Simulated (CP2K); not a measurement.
2-isocyanopyrrole has these distinct N atoms: N2 (bonded to 2 C) and N7 (bonded to 2 C and H).

```xyz
11

C     3.2984   -0.5660    0.2651
N     2.1373   -0.3296    0.1705
C     0.8080   -0.0498    0.0588
C     0.1406    1.1600   -0.0918
C    -1.2443    0.8570   -0.1577
C    -1.3867   -0.5177   -0.0468
N    -0.1315   -1.0622    0.0828
H     0.6141    2.1329   -0.1458
H    -2.0561    1.5662   -0.2726
H    -2.2698   -1.1453   -0.0494
H     0.0899   -2.0455    0.1869
```

Their partial N K spectra (CP2K XAS_TDP, all-electron GAPW, PBEh(45%), aug-cc-pVDZ, TDA, GW2X-corrected core level, no relativity) are given in random order, each times the number of alike atoms.

Gaussian full width 0.5 eV, oscillator strength per eV, alike atoms added, rows of zeros left out:

```csv
E (eV),curve 1,curve 2
401.50,0.000,0.001
401.75,0.000,0.022
402.00,0.000,0.100
402.25,0.003,0.115
402.50,0.027,0.034
402.75,0.057,0.002
403.00,0.031,0.000
403.25,0.004,0.000
403.75,0.003,0.000
404.00,0.017,0.000
404.25,0.030,0.000
404.50,0.013,0.000
404.75,0.001,0.000
405.00,0.000,0.001
405.25,0.003,0.010
405.50,0.015,0.028
405.75,0.018,0.022
406.00,0.010,0.005
406.25,0.006,0.001
406.50,0.006,0.004
406.75,0.007,0.012
407.00,0.005,0.013
407.25,0.006,0.006
407.50,0.013,0.005
407.75,0.028,0.003
408.00,0.048,0.004
408.25,0.031,0.009
408.50,0.014,0.015
408.75,0.015,0.014
409.00,0.013,0.012
409.25,0.012,0.009
409.50,0.015,0.004
409.75,0.012,0.002
410.00,0.009,0.002
410.25,0.006,0.003
410.50,0.008,0.003
410.75,0.014,0.004
```

Q: Which curve belongs to which atom?

Curve 1: N7 (bonded to 2 C and H), leading line at 402.76 eV (f = 0.031 an atom), ionisation energy 407.22 eV, term value 4.46 eV. Curve 2: N2 (bonded to 2 C), leading line at 402.14 eV (f = 0.032 an atom), ionisation energy 407.02 eV, term value 4.88 eV. The leading line of an atom is its first one with 35 % of the strongest within 2.5 eV of its lowest line over the strength cut. A line lies at the core ionisation energy, which rises as an atom loses charge to its neighbours or to a π system, less the term value, which is large for a low π* or σ* orbital with weight on that atom.

[Banner, clock and machine lines of the logs are left out without a mark of their own.]

[Logs are printed without paths, hosts, clocks, repeated set-up lines and the standing remarks that a program may print on its own settings, such as how far it seeks lower states.]

[Hosts, paths, dates, database ids (printed as entryN), source tags and the programs' standing remarks are cut or masked in the printed files.]
